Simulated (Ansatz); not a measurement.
## TiAl in the B2 ordering: lattice stability ahead of a resistivity run

Question: is the lattice of TiAl in the B2 ordering stable, and if so, what are its coupling constant and resistivity?

Main program and level: Ansatz 0.2.0; DFT PBEsol, scalar-relativistic, plane waves, PAW.

Report form: the programs' logs are mostly left out.

The structure was built from a prototype and need not be the compound's stable phase.

### Step 1. The starting structure

The structure is cubic, space group Pm-3m (No. 221). The conventional cell has a = 3.248 Å, b = 3.248 Å, c = 3.248 Å, α = 90.00°, β = 90.00°, γ = 90.00°. Al has 8 Ti at 2.81 Å nearest. Ti has 8 Al at 2.81 Å nearest. Farther neighbours are not listed.

### Step 2. A first look on a coarse mesh

A single point on a coarse mesh shows the starting pressure, whether the crystal is a metal and what a step costs.

File input.yaml:

```yaml
crystal:
  lattice:
    - [3.24786, 0.0, 0.0]
    - [0.0, 3.24786, 0.0]
    - [0.0, 0.0, 3.24786]
  atoms:
    - { symbol: Al, position: [0.0, 0.0, 0.0] }
    - { symbol: Ti, position: [0.5, 0.5, 0.5] }
kpoints:
  mp_grid: { grid: [6, 6, 6] }
hamiltonian:
  xc: pbesol
scf:
  occupations: { method: gaussian, width: 0.1 }
output:
  forces: true
  stress: true
  eigenvalues: true
```

Started as:

```console
> ansatz run input.yaml --threads 4 --pin off --max-ram 8192MiB --backend cpu --events-out ev --progress --plain --runs-dir out
```

Wall time 0.25 s (4 threads of Intel Xeon 6975P-C (Granite Rapids), shared host); peak memory 0.35 GiB.

Numbers from this step:

```
pressure          : -8.779 GPa
volume per atom   : 17.13 Å³
metallic on mesh  : yes
gap on the k-mesh : 0 eV
```

The start is at -8.8 GPa on this mesh and has no gap.

### Step 3. Rough relaxation

The start is far from rest, so a relaxation with loose thresholds does the first part.

Changes to input.yaml since step 2:

```diff
@@ -18 +18,6 @@
   eigenvalues: true
+relax:
+  adjacent_minimum: "off"
+  f_tol: 0.05
+  max_steps: 80
+  cell: { stress_tol: 0.5 }
```

The job ended after 1 s (4 threads; peak memory 0.38 GiB; 2.7 s of CPU time).

Relaxation path:

```
step  energy less that of the first step (eV)  largest force component (eV/Å)  pressure (GPa)  volume (Å³)
   1                                   0.0000                          0.0000           -8.78        34.26
   2                                  -0.0379                          0.0000            8.46        29.49
   3                                  -0.0843                          0.0000           -0.98        31.65
   4                                  -0.0851                          0.0000           -0.09        31.41
  5*                                  -0.0848                          0.0000           -0.11        31.41
```

Relaxation steps marked * repeat the geometry before them on a plane-wave basis chosen anew for their cell, so energy and pressure can jump there.

The run keeps the 48 symmetry operations that it works with, so distortions that break them were not tested.

```
conventional cell, symmetrised  before  after  change
                         a (Å)   3.248  3.155  -2.8 %
                         b (Å)   3.248  3.155  -2.8 %
                         c (Å)   3.248  3.155  -2.8 %
              volume (Å³/atom)   17.13  15.71  -8.3 %
```

Final coordinates:

```
Al Ti
1.0
     3.15532    0.00000    0.00000
     0.00000    3.15532    0.00000
     0.00000    0.00000    3.15532
Al Ti
1 1
Direct
  0.00000 0.00000 0.00000
  0.50000 0.50000 0.50000
```

This step gave:

| Item | Value |
| --- | --- |
| pressure | -0.1060 GPa |
| volume per atom | 15.71 Å³ |

The largest force is now zero by symmetry and the largest stress component 0.11 GPa.

### Step 4. Relaxation

Lattice constant and positions set the bands and the force constants, so the cell is relaxed first.

input.yaml, the sections that differ from step 3:

```yaml
crystal:
  lattice:
    - [3.1553184335, 0.0, 0.0]
    - [0.0, 3.1553184335, 0.0]
    - [0.0, 0.0, 3.1553184335]
  atoms:
    - { symbol: Al, position: [0.0, 0.0, 0.0] }
    - { symbol: Ti, position: [0.5, 0.5, 0.5] }
kpoints:
  mp_grid: { grid: [10, 10, 10] }
relax:
  adjacent_minimum: "off"
  f_tol: 0.005
  max_steps: 80
  cell: { stress_tol: 0.05 }
# hamiltonian, scf, output: as in step 3
```

Wall time 0.97 s (4 threads); peak memory 0.4 GiB; 2.9 s of CPU time.

Little changed from the start: no atom moved by 0.005 Å and no cell edge by 0.1 %.

Numbers from this step:

| Property | Result |
| --- | --- |
| pressure | -0.02853 GPa |
| volume per atom | 15.72 Å³ |

The largest force is now zero by symmetry and the largest stress component 0.029 GPa, small enough for phonons.

### Step 5. Phonons by linear response: q 2×2×2, k 6×6×6

Before any scattering is computed, the phonons show whether the structure is a minimum.

File input.yaml:

```yaml
crystal:
  lattice:
    - [3.156187253, 0.0, 0.0]
    - [0.0, 3.156187253, 0.0]
    - [0.0, 0.0, 3.156187253]
  atoms:
    - { symbol: Al, position: [0.0, 0.0, 0.0] }
    - { symbol: Ti, position: [0.5, 0.5, 0.5] }
kpoints:
  mp_grid: { grid: [6, 6, 6] }
hamiltonian:
  xc: pbesol
scf:
  occupations: { method: methfessel_paxton, width: 0.2 }
output:
  eigenvalues: true
phonons:
  method: dfpt
  qmesh: [2, 2, 2]
  temperatures: { t_max: 1000, t_step: 50 }
  qpath:
    path:
      - [[0.0, 0.0, 0.0], [0.0, 0.5, 0.0], [0.5, 0.5, 0.0], [0.0, 0.0, 0.0], [0.5, 0.5, 0.5], [0.0, 0.5, 0.0]]
      - [[0.5, 0.5, 0.5], [0.5, 0.5, 0.0]]
    npoints: 10
```

The job ended after 4 s (4 threads; peak memory 0.5 GiB).

Numbers from this step:

```yaml
share_of_imaginary_modes_in_the_plain_interpolation_between_solved_wavevectors: 0.0761
highest_frequency_solved_or_plainly_interpolated: 347.2 cm⁻¹
```

Solved on the 2×2×2 mesh alone; all other wavevectors are interpolated. The phonon branches at the labelled points (cm⁻¹):

```
    point  branch 1  branch 2  branch 3  branch 4  branch 5  branch 6
        Γ         0         0         0       322       322       322
  halfway       126       126       141       302       302       307
        X       207       207       229       261       261       268
  halfway        74        90       214       273       323       323
        M      -127      -127       221       284       347       347
  halfway       -62       168       198       268       292       339
        Γ         0         0         0       322       322       322
  halfway       108       108       150       295       313       313
        R       179       179       179       239       239       239
  halfway        66        72       197       264       320       320
        X       207       207       229       261       261       268
jump to R       179       179       179       239       239       239
  halfway       -25       -25       201       262       312       312
        M      -127      -127       221       284       347       347
```

Lowest modes at the softest wavevector of the mesh. The modes at q = (0.000, 0.500, 0.500) (shares of kinetic energy by element, %) (negative means imaginary):

```
mode  frequency (cm⁻¹)  Al %  Ti %
   1            -127.2    35    65
   2            -127.2    35    65
   3             221.2     0   100
   4             284.1   100     0
   5             347.2    65    35
   6             347.2    65    35
```

Displacements in mode 1 (-127.2 cm⁻¹), the largest set to 1, in the home cell:
```
Al1  0.00 -0.01 -0.98
Ti2  0.00 -1.00 -0.01
```

Displacements in mode 6 (347.2 cm⁻¹), the largest set to 1, in the home cell:
```
Al1  0.00  0.03  1.00
Ti2  0.00 -0.55 -0.01
```

Among the solved wavevectors the lowest mode, translations apart, is -127 cm⁻¹, imaginary.

### Step 6. Phonons: q 2×2×2, k 8×8×8

An imaginary mode on so few k-points may come from the sampling, so the phonons are repeated with another k mesh.

Changes to input.yaml since step 5:

```diff
@@ -9,3 +9,3 @@
 kpoints:
-  mp_grid: { grid: [6, 6, 6] }
+  mp_grid: { grid: [8, 8, 8] }
 hamiltonian:
```

The mesh is denser.

The job ended after 6.4 s (4 threads; peak memory 0.59 GiB).

This step gave:

```yaml
share_of_imaginary_modes_in_the_plain_interpolation_between_solved_wavevectors: 0.0598
highest_frequency_solved_or_plainly_interpolated: 343 cm⁻¹
```

Solved on the 2×2×2 mesh alone; all other wavevectors are interpolated. Phonon branches along the path, in cm⁻¹:

```
    point  branch 1  branch 2  branch 3  branch 4  branch 5  branch 6
        Γ         0         0         0       323       323       323
  halfway       129       129       135       305       305       305
        X       209       209       225       260       266       266
  halfway        82        97       214       275       318       321
        M      -117      -117       219       284       343       343
  halfway       -57       170       200       264       294       337
        Γ         0         0         0       323       323       323
  halfway       115       115       159       294       314       314
        R       200       200       200       254       254       254
  halfway        89        91       204       267       318       321
        X       209       209       225       260       266       266
jump to R       200       200       200       254       254       254
  halfway        70        70       210       270       315       315
        M      -117      -117       219       284       343       343
```

Lowest modes at the softest wavevector of the mesh. The modes at q = (0.500, 0.500, 0.000) (shares of kinetic energy by element, %) (negative means imaginary):

```
mode  frequency (cm⁻¹)  Al %  Ti %
   1            -117.1    37    63
   2            -117.1    37    63
   3             219.2     0   100
   4             284.4   100     0
   5             343.0    63    37
   6             343.0    63    37
```

Displacements in mode 1 (-117.1 cm⁻¹), the largest set to 1, in the home cell:
```
Al1 -1.00  0.00  0.00
Ti2  0.00 -0.98  0.00
```

Displacements in mode 5 (343.0 cm⁻¹), the largest set to 1, in the home cell:
```
Al1  1.00  0.00  0.00
Ti2  0.00 -0.58  0.00
```

The modes has structure finer than the step of the table below, so its rows give means over 10 cm⁻¹, whole bins alone (the curve runs from -126 to 363 cm⁻¹). Peaks (cm⁻¹: height): Al 101.7: 0.00632, 277.0: 0.0421, 323.2: 0.0335; Ti 101.7: 0.0122, 206.3: 0.0331, 326.3: 0.0188.

Phonopy on the run's constants, 17x17x17 mesh, Gaussian sigma 3.5 cm⁻¹. Modes against wavenumber; means over each step; values in 1/cm⁻¹/cell:

```
wavenumber (cm⁻¹)       Al       Ti
             -120   1.3e-4   2.2e-4
             -110   7.6e-4  0.00128
             -100   9.9e-4  0.00167
              -90  0.00169  0.00285
              -80  0.00114  0.00192
              -70  0.00157  0.00263
              -60  0.00154  0.00264
              -50  0.00147  0.00249
              -40  0.00152  0.00258
              -30  0.00126  0.00217
              -20   8.2e-4  0.00140
              -10   3.3e-4   5.9e-4
                0   2.4e-4   4.1e-4
               10   3.7e-4   6.1e-4
               20   6.5e-4  0.00109
               30  0.00145  0.00249
               40  0.00190  0.00326
               50  0.00262  0.00456
               60  0.00387  0.00685
               70  0.00416  0.00746
               80  0.00437  0.00789
               90  0.00379  0.00697
              100  0.00531   0.0102
              110  0.00444  0.00868
              120  0.00374  0.00750
              130  0.00331  0.00698
              140  0.00366  0.00820
              150  0.00364  0.00867
              160  0.00307  0.00807
              170  0.00348   0.0106
              180  0.00319   0.0117
              190  0.00301   0.0160
              200  0.00232   0.0272
              210   9.3e-4   0.0274
              220   1.1e-4  0.00787
              230   1.4e-6   1.4e-4
              240   9.0e-7        0
              250   6.2e-4   1.5e-5
              260   0.0126   4.4e-4
              270   0.0326  0.00258
              280   0.0375  0.00539
              290   0.0241  0.00727
              300   0.0205  0.00880
              310   0.0252   0.0126
              320   0.0319   0.0174
              330   0.0271   0.0157
              340   0.0104  0.00623
              350   6.1e-4   3.7e-4
```

No LO-TO term; unit eigenvectors of the mass-weighted matrix. The modes at Γ (shares of kinetic energy by element, %):

```
mode  frequency (cm⁻¹)  symmetry  Al %  Ti %
   1               0.0       T1u    36    64
   2               0.0       T1u    36    64
   3               0.0       T1u    36    64
   4             323.3       T1u    64    36
   5             323.3       T1u    64    36
   6             323.3       T1u    64    36
```

Displacements in mode 4 (323.3 cm⁻¹), the largest set to 1:
```
Al1  0.00  0.18  1.00
Ti2  0.00 -0.10 -0.56
```

Among the solved wavevectors the lowest mode, translations apart, is -117 cm⁻¹, imaginary.

### Step 7. Results

```json
{"phonon run of the rows without a label of their own": "PBEsol, q 2×2×2, k 8×8×8", "softest mode on the q mesh": "-117 cm⁻¹ at q = (0.5, 0.5, 0)", "highest frequency, solved or plainly interpolated": "343 cm⁻¹"}
```

What this shows: The lattice is dynamically unstable at this level: a mode at q = (0.5, 0.5, 0) is imaginary, 117i cm⁻¹, so no harmonic coupling constant or resistivity is defined for this structure. These meshes are coarse, and single modes of a metal can move by tens of cm⁻¹ with the k mesh. The phonon runs are not spin-polarised. The structure was built by hand as an ordered model, and its stability against other phases was not tested.

[Logs are printed without paths, hosts, clocks, repeated set-up lines and the standing remarks that a program may print on its own settings, such as how far it seeks lower states.]

[Hosts, paths, dates, database ids (printed as entryN), source tags and the programs' standing remarks are cut or masked in the printed files.]
